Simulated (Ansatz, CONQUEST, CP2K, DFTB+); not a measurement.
**(4,4) carbon nanotube in a second wall (156 atoms): one structure in several programs**

Aim: run (4,4) carbon nanotube in a second wall (156 atoms) in several programs and set results and cost side by side. A plane-wave run serves as the reference.

Method: Kohn-Sham DFT, PBE, PAW, plane waves, in Ansatz 0.2.0.

## Step 1: The starting structure

The cell holds 156 atoms: 156 C. Cell: a = 22.124 Å, b = 22.186 Å, c = 7.281 Å, α = 90.0°, β = 90.0°, γ = 90.0°. It derives from C (graphene). Graphene sheet (a = 2.46 Å) rolled into a (4,4) tube of diameter 5.43 Å inside an (9, 9) tube, 3 periods, 10 Å of vacuum; minimised with a classical potential (one cell length free). Then every atom was moved at random, 0.02 Å r.m.s. a Cartesian component. Regions: inner wall, 48 atoms (48 C); outer wall, 108 atoms (108 C). Vacuum lies along a and b. The structure's axis is c.

## Step 2: The reference run

The PAW files are the set soft_2.

File input.yaml:

```yaml
crystal:
  lattice:
    - [22.12389, 0.0, 0.0]
    - [0.0, 22.18577, 0.0]
    - [0.0, 0.0, 7.28078]
  atoms:
    - { symbol: C, position: [0.61977, 0.5295, 0.16997] }
    - { symbol: C, position: [0.60597, 0.56165, 0.00524] }
    - { symbol: C, position: [0.55954, 0.60554, 0.00365] }
    - { symbol: C, position: [0.53216, 0.61761, 0.17274] }
    [... 146 atom lines left out ...]
    - { symbol: C, position: [0.66266, 0.28298, 0.6783] }
    - { symbol: C, position: [0.68556, 0.30143, 0.84093] }
    - { symbol: C, position: [0.7264, 0.35055, 0.8407] }
    - { symbol: C, position: [0.74472, 0.37795, 0.0119] }
    - { symbol: C, position: [0.76496, 0.43649, 0.00481] }
    - { symbol: C, position: [0.7696, 0.46905, 0.8398] }
kpoints:
  mp_grid: { grid: [1, 1, 1] }
hamiltonian:
  xc: pbe
scf:
  occupations: { method: fermi_dirac, width: 0.05 }
output:
  forces: true
  eigenvalues: true
  populations: true
```

Started as:

```sh
$ ansatz run input.yaml --threads 4 --pin off --max-ram 8192MiB --backend cpu --events-out ev --progress --plain --runs-dir out
```

The log of the run:

```text
[...]
Pseudopotentials: kind: paw
Pseudopotential: C, paw, valence charge 4, recommended cutoff 420 eV (normal), C.paw.azcp
[... 5 lines on functional and potentials left out ...]
Crystal: 156 atoms, lattice volume = 3573.666 Å³
Basis set: ecut = 420 eV, 69791 PW (Γ), exchange–correlation on 300×300×100 points (8 copies of the dense FFT grid, shifted against one another)
Bands: 468, of which v1, the nominal top of the filled ones, is band 312 counted from 1 (311 counted from 0)
Symmetry: 1 space group operations
Space group: P1 (ITA 1), of the structure as read, at distance tolerance 1.5e-4 Å
k-points: 1
[... 3 lines on functional and potentials left out ...]
Initial density: superposition of atomic densities (neutral atoms: chi_scale 0, normalization atom), corrected by the library's trained network
Initial wavefunctions: pseudopotential atomic-orbital guess
[...]
SCF iter   1: F=—  HF=-39109.357726 eV  |F-HF|=—  |Δ(HF+E_count)|=         —  Δρ=4.10e-3  dr2=2.58e0  ethr=1.77e-3  ⟨swp⟩=8.0  Hψ=2425  notcnv=0  defer=131
preconditioner: auto → LDOS  [metal: Δε(μ)=0.089 eV  Ē_g=14.981 eV  σ=0.050 eV  W_gap=0.42  n_scr=524 (ndim 8)  ℏωp=15.5 eV  f_vac=0.612  D(μ)=26.70/eV (n_scr^D=90)  β→1.0]
[...]
SCF iter  11: F=—  HF=-39109.166883 eV  |F-HF|=—  |Δ(HF+E_count)|=   5.34e-7  Δρ=8.06e-7  dr2=1.34e-7  ethr=1.60e-11  ⟨swp⟩=29.0  Hψ=4427  notcnv=0
SCF iter  12: F=-39109.166883 eV  HF=-39109.166883 eV  |F-HF|=1.23e-8  |Δ(HF+E_count)|=   2.00e-7  Δρ=4.28e-7  dr2=3.83e-8  ethr=1.60e-11  ⟨swp⟩=11.0  Hψ=1711  notcnv=0
SCF 1 converged in 12 iterations: F = -39109.166883 eV  dr2 = 3.83e-8
[...]
SCF converged after 12 iterations
Free energy (F): -39109.166883 eV
Harris-Foulkes:  -39109.166883 eV  (|F-HF|=1.23e-8)
Internal energy: -39108.887485 eV  (E = F + TS)
E sigma→0 (E₀):  -39109.027184 eV
Entropy (-TS):   -0.279398 eV (-1.791 meV/atom)
Fermi energy:    0.217892 eV
--- Per-component energies (eV) ---
[...]
Σ components = -39109.166883   (vs F -39109.166883, Δ=0.00e0)
--- Forces (eV/Å), atoms counted from 1 ---
  atom   1  C     -0.75030977     2.71728979     1.30774999
  atom   2  C      0.08475463     0.40896379     1.05319798
  atom   3  C      2.26693611    -0.56497829     1.70323841
  atom   4  C     -1.82765472     0.46573587     0.25992493
[...]
atom 156  C      0.37558734    -2.59301277    -0.28272861
  max |Σ_I F_I| component: 4.26e-5 eV/Å
--- Band table (eV) ---
  k-point 0: bands = ["-20.4475", "-20.0163", "-19.9877", "-19.8502", [... 452 levels ...], "7.9422", "7.9543", "8.0088", "8.0167", "8.0397", "8.0734", "8.0791", "8.0827", "8.1206", "8.1293", "8.1313", "8.1381"]
--- Löwdin populations: 156 sites ---
  site symbol       q [e]
     0      C      3.9722
     1      C      3.9678
     2      C      3.9573
[...]
155      C      3.9578
  spilling = 0.009817 (of n_electrons = 624.000000)
```

It took 30 s on 4 threads of AMD EPYC 9R45, shared host; peak memory 4.4 GiB; 1.9 min of CPU time.

Read from the output:

```
free energy                             : -39109.1669 eV
free energy per atom                    : -250.6998 eV/atom
SCF cycles                              : 12
r.m.s. force component                  : 1.314 eV/Å
longest force                           : 4.941 eV/Å
Fermi energy                            : 0.2179 eV
levels partly filled by over 2 per cent : 5
spilling of the projection              : 0.009817
```

Length of the force by element:

```
element  coordination  atoms  mean length of the force (eV/Å)  spread  least  most
      C           all    156                             2.08   0.934  0.278  4.94
```

The mean of these charges, 0.039 e, is only the charge that the projection spills.

Löwdin charges by element (they lack the spilled electrons, 0.039 e an atom on average):

```
element  coordination  atoms  mean charge (e)  spread   least    most
      C           all    156           0.0393   0.004  0.0276  0.0471
```

By region:

```
    region  atoms  mean length of the force (eV/Å)
inner wall     48                             1.95
outer wall    108                             2.13
```

The levels nearest the highest filled one (over half full), pooled over k-points and spins:

```
level less the highest filled one (eV)  occupation
                                 -0.93           2
                                -0.888           2
                                -0.813           2
                                -0.639           2
                               -0.0271        1.40
                                     0        1.15
                                0.0395       0.759
                                  0.06       0.578
                                 0.156       0.112
                                 0.310       0.005
                                 0.745           0
                                 0.773           0
```

## Step 3: Structure statistics

Normalised to the volume that the atoms fill. Pair distribution function in bins of 0.1 Å:

```
r (Å)  total
 1.25   0.00
 1.35   5.54
 1.45   5.65
 1.55   0.00
 1.65   0.00
 1.75   0.00
 1.85   0.00
 1.95   0.00
 2.05   0.00
 2.15   0.00
 2.25   0.00
 2.35   1.90
 2.45   5.59
 2.55   0.01
 2.65   0.05
 2.75   1.67
 2.85   1.10
 2.95   0.00
 3.05   0.00
 3.15   0.00
 3.25   0.04
 3.35   0.40
 3.45   0.32
 3.55   1.15
 3.65   2.44
 3.75   1.31
 3.85   0.65
 3.95   0.19
 4.05   0.51
 4.15   2.17
 4.25   1.16
 4.35   0.43
 4.45   0.52
 4.55   0.76
 4.65   0.34
 4.75   0.89
 4.85   1.40
 4.95   1.11
 5.05   1.37
 5.15   0.61
 5.25   0.61
 5.35   0.31
 5.45   0.60
 5.55   0.70
```

Bonds by pair of elements; cutoffs follow the first minimum of g(r), held within bounds set by covalent radii, and pairs that aren't listed don't count as bonded:

```
pair A-B  cutoff (Å)  bonds  mean length (Å)  spread (Å)  shortest (Å)  B about A  A about B
     C-C        1.82    234             1.40       0.029          1.34          3          3
```

How many atoms have how many bonded neighbours:

```
element  mean    3
      C     3  156
```

## Step 4: What was run beside it

The programs:
- CONQUEST 1.3: pseudo-atomic orbitals (double zeta with polarisation, or contracted to multi-site or on-site support functions) with norm-conserving potentials on an integration grid.
- CP2K 2026.2: Gaussian basis with GTH pseudopotentials and a plane-wave density; labels give functional, basis (MOLOPT sets; SR short-range, UZH the newer set with its own potentials), grid cutoff/relative cutoff and solver (OT: orbital transformation; TRS4, TC2, SIGN: linear-scaling purification with its sparsity filter), or its built-in tight binding.
- DFTB+ 25.1: tight binding, with Slater–Koster sets (DFTB) or xTB through its tblite library.

All use the same cell and atoms; the electronic-structure runs use the same k-mesh, and an electronic temperature of 580 K (0.05 eV) where levels are smeared.

Differences are against the plane-wave reference, forces as r.m.s. over components; share is that over the reference's r.m.s. force, slope the least-squares factor from reference forces to these. Total energies of different programs have different zeros and aren't compared.

```
                                                          run  Δ force, r.m.s. (meV/Å)  share (%)  slope  cores  CPU time  memory (GiB)
                                                    reference                        -          -      -      4   1.9 min           4.4
                                     CONQUEST PBE, grid 80 Ha                      158       12.0  1.098      4    30 min            10
CP2K PBE, DZVP-MOLOPT-SR, 157/50 Ry, diagonalisation (coarse)                     39.3       2.99  1.010      4     6 min           2.8
         CP2K PBE, DZVP-MOLOPT-SR, 450/50 Ry, diagonalisation                     27.7       2.11  1.017      2   7.5 min           5.7
 CP2K PBE, SZV-MOLOPT-SR, 450/50 Ry, diagonalisation (coarse)                      378       28.8  1.267      2     6 min           5.4
                                           DFTB+ DFTB 3ob-3-1                      376       28.6  1.235      1     1.7 s          0.18
                                           DFTB+ DFTB mio-1-1                      538       41.0  1.353      1     1.4 s          0.18
                                              DFTB+ IPEA1-xTB                      366       27.8  1.188      1      12 s          0.59
```

Rows marked coarse were listed beforehand as settings not expected to be converged; some can still land near the reference.

CPU time is summed over cores on a shared host, where runs went side by side, so it is rough. Symmetry, cutoffs, thresholds, outputs and thread counts weren't matched or tuned between programs; memory under MPI is the largest rank's times the ranks.

Within one program, basis, potentials and functional, energies share a zero. Each run against its twin at the usual cutoff or grid and solver:

```
                                                 run                                        twin  Δ energy (meV/atom)  Δ force, r.m.s. (meV/Å)         CPU time over the twin's
CP2K PBE, DZVP-MOLOPT-SR, 157/50 Ry, diagonalisation  DZVP-MOLOPT-SR, 450/50 Ry, diagonalisation               -0.123                     35.7  0.79 (this twin ran on 2 cores)
```

## Step 5: Results

```yaml
reference_r_m_s_force_component: 1.31 eV/Å
nearest_in_forces: CP2K PBE, DZVP-MOLOPT-SR, 450/50 Ry, diagonalisation, 2.1 %
farthest_in_forces: DFTB+ DFTB mio-1-1, 41 %
cheapest_electronic_structure_run_beside_the_reference: DFTB+ DFTB mio-1-1, 1.4 s of CPU time
```

**Reading.** The PBE runs in local orbitals, coarse settings apart, differ by 2.1 % (CP2K PBE, DZVP-MOLOPT-SR, 450/50 Ry, diagonalisation) to 12 % (CONQUEST PBE, grid 80 Ha); basis, grid and potentials can all enter. Tight binding differs by 28 % (DFTB+ IPEA1-xTB) to 41 % (DFTB+ DFTB mio-1-1); it is another model, with fitted parameters of its own, and the xTB methods hold dispersion. IPEA1-xTB was fitted to ionisation energies and electron affinities, not to forces or charges. Runs with settings chosen to be coarse differ by 3.0 % (CP2K PBE, DZVP-MOLOPT-SR, 157/50 Ry, diagonalisation) to 29 % (CP2K PBE, SZV-MOLOPT-SR, 450/50 Ry, diagonalisation), their programs' other errors included. Of the electronic-structure runs that take under half the reference's CPU time, DFTB+ IPEA1-xTB is among the nearest, at 28 % in 12 s against 1.9 min. CP2K PBE, SZV-MOLOPT-SR, 450/50 Ry, diagonalisation stiffens the forces by a factor of 1.27 while following their directions (correlation 0.996); the slopes of the 3 CP2K runs lie between 1.01 and 1.27. In the reference: no gap is quoted, since levels at the Fermi energy are partly filled. In the reference: Löwdin charges run from +0.03 to +0.05 e, about a mean that is the spilled charge alone. Periodic xTB results under one method name differ between programs and library versions (DFTB+ here holds tblite 0.3). The electronic-structure runs sample only Γ, in a cell whose periodic width is 7 Å, which is coarse for a cell with partly filled levels.

[Also dropped from logs without a mark: logging warnings of Python, and SIESTA's first energy breakdown and zero terms.]

[Logs are printed without paths, hosts, clocks, repeated set-up lines and the standing remarks that a program may print on its own settings, such as how far it seeks lower states.]

[Hosts, paths, dates, database ids (printed as entryN), source tags and the programs' standing remarks are cut or masked in the printed files.]
